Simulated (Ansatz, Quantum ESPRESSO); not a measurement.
# Screening and band shifts of antimonene, 1 layer, part 2 of 6

Wanted: polarisability and gap of antimonene, 1 layer against a perpendicular field.

Quantum ESPRESSO 7.5; plane-wave DFT, PBE, GBRV ultrasoft pseudopotentials; geometry and cross-check by Ansatz 0.2.0 with PAW datasets.

So far: Starting point; Geometry from Ansatz.

## 3. SCF with pw.x: no field

The zero-field run is the reference. tefield and dipfield are on already, so that all runs share k-points and boundary.

Level of this step: plane-wave DFT, PBE, GBRV ultrasoft pseudopotentials (Quantum ESPRESSO 7.5).

File f0.in:

```
&control
  prefix = 'f0'
  outdir = './out'
  pseudo_dir = './pseudo'
  calculation = 'scf'
  tprnfor = .true.
  tefield = .true.
  dipfield = .true.
/
&system
  ibrav = 0
  nat = 2
  ntyp = 1
  ecutwfc = 40
  ecutrho = 200
  occupations = 'smearing'
  smearing = 'fd'
  degauss = 0.004
  edir = 3
  emaxpos = 0.97
  eopreg = 0.04
  eamp = 0.0
/
&electrons
  conv_thr = 1e-09
  mixing_beta = 0.4
  electron_maxstep = 120
  mixing_mode = 'plain'
/
ATOMIC_SPECIES
  Sb  121.7600  sb_pbe_v1.4.uspp.F.UPF
CELL_PARAMETERS angstrom
  4.12232118356679 0.00000000000000 0.00000000000000
  -2.06116059178340 3.57003486752758 0.00000000000000
  0.00000000000000 0.00000000000000 18.65000000000000
ATOMIC_POSITIONS crystal
  Sb  0.666666666667 0.333333333333 0.456186911757
  Sb  0.333333333333 0.666666666667 0.543813088243
K_POINTS automatic
  12 12 1 0 0 0
```

The run is started by

```bash
$ OMP_NUM_THREADS=1 mpirun -n 4 pw.x -nk 4 -in f0.in > f0.out
```

The program printed:

```text
Program PWSCF v.7.5 starts
[citation notice left out]

     Parallel version (MPI & OpenMP), running on       4 processor cores
     Number of MPI processes:                 4
     Threads/MPI process:                     1

     MPI processes distributed on     1 nodes
[...]
Current dimensions of program PWSCF are:
     Max number of different atomic species (ntypx) = 10
     Max number of k-points (npk) =  40000
     Max angular momentum in pseudopotentials (lmaxx) =  4
     Presently no symmetry can be used with electric field

     K-points division:     npool     =       4
     Subspace diagonalization in iterative solution of the eigenvalue problem:
     a serial algorithm will be used

     G-vector sticks info
     --------------------
     sticks:   dense  smooth     PW     G-vecs:    dense   smooth      PW
     Sum         847     673    211                88569    63405   11353

     Using Slab Decomposition

     bravais-lattice index     =            0
     lattice parameter (alat)  =       7.7901  a.u.
     unit-cell volume          =    1852.2079 (a.u.)^3
     number of atoms/cell      =            2
     number of atomic types    =            1
     number of electrons       =        30.00
     number of Kohn-Sham states=           19
     kinetic-energy cutoff     =      40.0000  Ry
     charge density cutoff     =     200.0000  Ry
     scf convergence threshold =      1.0E-09
     mixing beta               =       0.4000
     number of iterations used =            8  plain     mixing
     Exchange-correlation=  SLA  PW   PBX  PBC
                           (   1   4   3   4   0   0   0)

     celldm(1)=   7.790058  celldm(2)=   0.000000  celldm(3)=   0.000000
     celldm(4)=   0.000000  celldm(5)=   0.000000  celldm(6)=   0.000000

     crystal axes: (cart. coord. in units of alat)
               a(1) = (   1.000000   0.000000   0.000000 )
               a(2) = (  -0.500000   0.866025   0.000000 )
               a(3) = (   0.000000   0.000000   4.524150 )

     reciprocal axes: (cart. coord. in units 2 pi/alat)
               b(1) = (  1.000000  0.577350 -0.000000 )
               b(2) = (  0.000000  1.154701  0.000000 )
               b(3) = (  0.000000 -0.000000  0.221036 )

     PseudoPot. # 1 for Sb read from file:
     ./pseudo/sb_pbe_v1.4.uspp.F.UPF
     Pseudo is Ultrasoft + core correction, Zval = 15.0
     Generated by new atomic code, or converted to UPF format
     Using radial grid of  891 points,  6 beta functions with:
                l(1) =   0
                l(2) =   0
                l(3) =   1
                l(4) =   1
                l(5) =   2
                l(6) =   2
     Q(r) pseudized with  8 coefficients,  rinner =    1.350   1.350   1.350
                                                       1.350   1.350

     atomic species   valence    mass     pseudopotential
     Sb               15.00   121.76000     Sb( 1.00)

     No symmetry found

   Cartesian axes

     site n.     atom                  positions (alat units)
         1        Sb     tau(   1) = (   0.5000000   0.2886751   2.0638581  )
         2        Sb     tau(   2) = (  -0.0000000   0.5773503   2.4602921  )

     number of k points=    74  Fermi-Dirac smearing, width (Ry)=  0.0040
                       cart. coord. in units 2pi/alat
        k(    1) = (   0.0000000   0.0000000   0.0000000), wk =   0.0138889
        k(    2) = (   0.0000000   0.0962250   0.0000000), wk =   0.0277778
        k(    3) = (   0.0000000   0.1924501   0.0000000), wk =   0.0277778
        k(    4) = (   0.0000000   0.2886751   0.0000000), wk =   0.0277778
        k(    5) = (   0.0000000   0.3849002   0.0000000), wk =   0.0277778
        k(    6) = (   0.0000000   0.4811252   0.0000000), wk =   0.0277778
        k(    7) = (   0.0000000  -0.5773503   0.0000000), wk =   0.0138889
        k(    8) = (   0.0833333   0.0481125   0.0000000), wk =   0.0277778
        k(    9) = (   0.0833333   0.1443376   0.0000000), wk =   0.0277778
        k(   10) = (   0.0833333   0.2405626   0.0000000), wk =   0.0277778
[...]
k(   74) = (  -0.5000000  -0.8660254   0.0000000), wk =   0.0138889

     Dense  grid:    88569 G-vectors     FFT dimensions: (  36,  36, 160)

     Smooth grid:    63405 G-vectors     FFT dimensions: (  32,  32, 144)

     Estimated max dynamical RAM per process >     167.12 MB

     Estimated total dynamical RAM >     603.59 MB

     Initial potential from superposition of free atoms

     starting charge      28.0000, renormalised to      30.0000

     negative rho (up, down):  6.535E-04 0.000E+00

     Adding external electric field

     Computed dipole along edir(3) :
        Dipole                0.0000 Ry au,          0.0000 Debye
        Dipole field          0.0000 Ry au,

        Potential amp.       -0.0000 Ry
        Total length         33.8337 bohr

     Starting wfcs are   18 randomized atomic wfcs +    1 random wfcs

     total cpu time spent up to now is        1.2 secs

     per-process dynamical memory:    89.3 Mb

     Self-consistent Calculation

     iteration #  1     ecut=    40.00 Ry     beta= 0.40
     Davidson diagonalization with overlap
     ethr =  1.00E-02,  avg # of iterations =  8.0

     negative rho (up, down):  5.343E-05 0.000E+00

     Adding external electric field

     Computed dipole along edir(3) :
        Dipole                0.0003 Ry au,          0.0006 Debye
        Dipole field          0.0000 Ry au,

        Potential amp.       -0.0001 Ry
        Total length         33.8337 bohr

     total cpu time spent up to now is        5.7 secs

     total energy              =    -369.59149388 Ry
     estimated scf accuracy    <       2.25933688 Ry

     iteration #  2     ecut=    40.00 Ry     beta= 0.40
[...]
negative rho (up, down):  2.549E-05 0.000E+00

[...]
Dipole               -0.0010 Ry au,         -0.0026 Debye
[...]
total energy              =    -369.86947805 Ry
     estimated scf accuracy    <       0.12096538 Ry

     iteration #  3     ecut=    40.00 Ry     beta= 0.40
[...]
negative rho (up, down):  1.248E-04 0.000E+00

[...]
Dipole                0.0034 Ry au,          0.0088 Debye
[...]
total energy              =    -369.89067695 Ry
     estimated scf accuracy    <       0.00702100 Ry

     iteration #  4     ecut=    40.00 Ry     beta= 0.40
[...]
negative rho (up, down):  2.575E-04 0.000E+00

[...]
Dipole               -0.0204 Ry au,         -0.0520 Debye
[...]
total energy              =    -369.89090808 Ry
     estimated scf accuracy    <       0.00113883 Ry

     iteration #  5     ecut=    40.00 Ry     beta= 0.40
[...]
negative rho (up, down):  2.578E-04 0.000E+00

[...]
Dipole                0.0006 Ry au,          0.0016 Debye
[...]
total energy              =    -369.89088280 Ry
     estimated scf accuracy    <       0.00110747 Ry

     iteration #  6     ecut=    40.00 Ry     beta= 0.40
[...]
negative rho (up, down):  2.665E-04 0.000E+00

[...]
Dipole                0.0001 Ry au,          0.0002 Debye
[...]
total energy              =    -369.89099238 Ry
     estimated scf accuracy    <       0.00001094 Ry

     iteration #  7     ecut=    40.00 Ry     beta= 0.40
[...]
negative rho (up, down):  2.789E-04 0.000E+00

[...]
Dipole               -0.0001 Ry au,         -0.0003 Debye
[...]
total energy              =    -369.89099386 Ry
     estimated scf accuracy    <       0.00000219 Ry

     iteration #  8     ecut=    40.00 Ry     beta= 0.40
[...]
negative rho (up, down):  2.860E-04 0.000E+00

[...]
Dipole               -0.0000 Ry au,         -0.0000 Debye
[...]
total energy              =    -369.89099408 Ry
     estimated scf accuracy    <       0.00000024 Ry

     iteration #  9     ecut=    40.00 Ry     beta= 0.40
[...]
negative rho (up, down):  2.908E-04 0.000E+00

[...]
Dipole                0.0000 Ry au,          0.0000 Debye
[...]
total energy              =    -369.89099413 Ry
     estimated scf accuracy    <       0.00000001 Ry

     iteration # 10     ecut=    40.00 Ry     beta= 0.40
[...]
negative rho (up, down):  2.938E-04 0.000E+00

[...]
Dipole                0.0000 Ry au,          0.0000 Debye
[...]
total energy              =    -369.89099415 Ry
     estimated scf accuracy    <          2.4E-09 Ry

     iteration # 11     ecut=    40.00 Ry     beta= 0.40
[...]
negative rho (up, down):  2.988E-04 0.000E+00

[...]
Dipole               -0.0000 Ry au,         -0.0000 Debye
[...]
End of self-consistent calculation

          k = 0.0000 0.0000 0.0000 (  7925 PWs)   bands (ev):

   -30.2511 -30.2511 -30.1803 -30.1803 -30.1353 -30.0741 -30.0741 -30.0378
   -29.9942 -29.9942 -12.9350  -7.9777  -2.2573  -1.6899  -1.6899  -0.1099
     1.1090   1.1090   2.6226

          k = 0.0000 0.0962 0.0000 (  7891 PWs)   bands (ev):

   -30.2506 -30.2476 -30.1798 -30.1781 -30.1344 -30.0757 -30.0742 -30.0387
   -29.9982 -29.9944 -12.8614  -7.9761  -2.4064  -2.2267  -1.8579   0.3873
     1.0164   1.2720   2.7208

          k = 0.0000 0.1925 0.0000 (  7901 PWs)   bands (ev):

   -30.2494 -30.2375 -30.1784 -30.1717 -30.1315 -30.0802 -30.0748 -30.0417
   -30.0096 -29.9950 -12.6430  -8.0050  -3.4618  -2.2317  -2.1690   0.1047
     1.5899   1.6009   2.9419

          k = 0.0000 0.2887 0.0000 (  7904 PWs)   bands (ev):

   -30.2476 -30.2220 -30.1762 -30.1620 -30.1265 -30.0876 -30.0763 -30.0473
   -30.0258 -29.9959 -12.2887  -8.1684  -4.2779  -2.6291  -2.2102  -0.3076
     1.7855   1.8175   3.2150

          k = 0.0000 0.3849 0.0000 (  7920 PWs)   bands (ev):

   -30.2458 -30.2048 -30.1716 -30.1498 -30.1199 -30.0974 -30.0796 -30.0598
   -30.0389 -29.9968 -11.8216  -8.5722  -4.6643  -2.9531  -2.5013  -0.3769
     1.4122   1.8928   3.6985

          k = 0.0000 0.4811 0.0000 (  7916 PWs)   bands (ev):

   -30.2445 -30.1934 -30.1600 -30.1362 -30.1151 -30.1092 -30.0852 -30.0773
   -30.0441 -29.9975 -11.3118  -9.1287  -4.6778  -3.1600  -2.9163  -0.1826
     0.9949   1.8886   3.5778

[...]
the Fermi energy is    -1.0673 ev

!    total energy              =    -369.89099416 Ry
     estimated scf accuracy    <          6.4E-11 Ry
     smearing contrib. (-TS)   =      -0.00000004 Ry
     internal energy E=F+TS    =    -369.89099413 Ry

     The total energy is F=E-TS. E is the sum of the following terms:
     one-electron contribution =   -1029.54045565 Ry
     hartree contribution      =     519.32537117 Ry
     xc contribution           =     -88.01437708 Ry
     ewald contribution        =     228.33846744 Ry
     electric field correction =       0.00000000 Ry

     convergence has been achieved in  11 iterations

     negative rho (up, down):  2.988E-04 0.000E+00

     Forces acting on atoms (cartesian axes, Ry/au):

     atom    1 type  1   force =    -0.00000097    0.00000001   -0.00068820
     atom    2 type  1   force =     0.00000097   -0.00000001    0.00068820

     Total force =     0.000973     Total SCF correction =     0.000019

[...]
=------------------------------------------------------------------------------=
   JOB DONE.
=------------------------------------------------------------------------------=
[key lines of the parts left out:]
Dipole field         -0.0000 Ry au,
```

Run time: 40 s. Hardware: 4 MPI ranks of Arm Neoverse V2, shared host; peak memory 0.73 GiB.

This step gave:

```
free energy                          : -5032.6234 eV
Fermi energy                         : -1.067 eV
dipole along the normal              : 0 e·Å
valence top, on the run's zero       : -1.690 eV
conduction bottom, on the run's zero : -0.3769 eV
gap by band count                    : 1.313 eV
```

The run needed 11 iterations to bring the estimated error under 1e-09 Ry; the largest force on any atom, held or free, is 0.02 eV/Å.

## 4. Electrostatic potential

plot_num = 11 writes the bare and Hartree potential. It leaves out exchange and correlation, which fade slowly, so it flattens close to the surface.

File f0.pot.in:

```
&inputpp
  prefix = 'f0'
  outdir = './out'
  filplot = 'f0.pot.dat'
  plot_num = 11
/
```

The run is started by

```bash
$ OMP_NUM_THREADS=1 mpirun -n 4 pp.x -in f0.pot.in > f0.pot.out
```

Elapsed: 0.84 s, on 4 MPI ranks; peak memory 0.1 GiB.

Read from the output:

* slope of the potential above: 1.25e-4 eV/Å
* upper vacuum line continued to the top atoms, over the valence top: 4.852 eV
* slope of the potential below: -1.02e-4 eV/Å
* lower vacuum line continued to the bottom atoms, over the valence top: 4.852 eV
* vacuum level at the upper face over the valence top of the mesh: 4.853 eV
* vacuum level at the lower face over the valence top of the mesh: 4.853 eV

The vacuum is flat to 0.1 meV/Å, so its level is well defined. Inside the slab the curve depends on the local part of the pseudopotentials; only the vacuum level has a meaning of its own.

(Continued in part 3 of 6.)

[Logs are printed without paths, hosts, clocks, repeated set-up lines and the standing remarks that a program may print on its own settings, such as how far it seeks lower states.]

[Hosts, paths, dates, database ids (printed as entryN), source tags and the programs' standing remarks are cut or masked in the printed files.]

[Maps of the electrostatic potential energy from Ansatz leave out the sawtooth potential of an applied field or a dipole correction, so their vacuum need not be flat; planar profiles and work functions include it.]
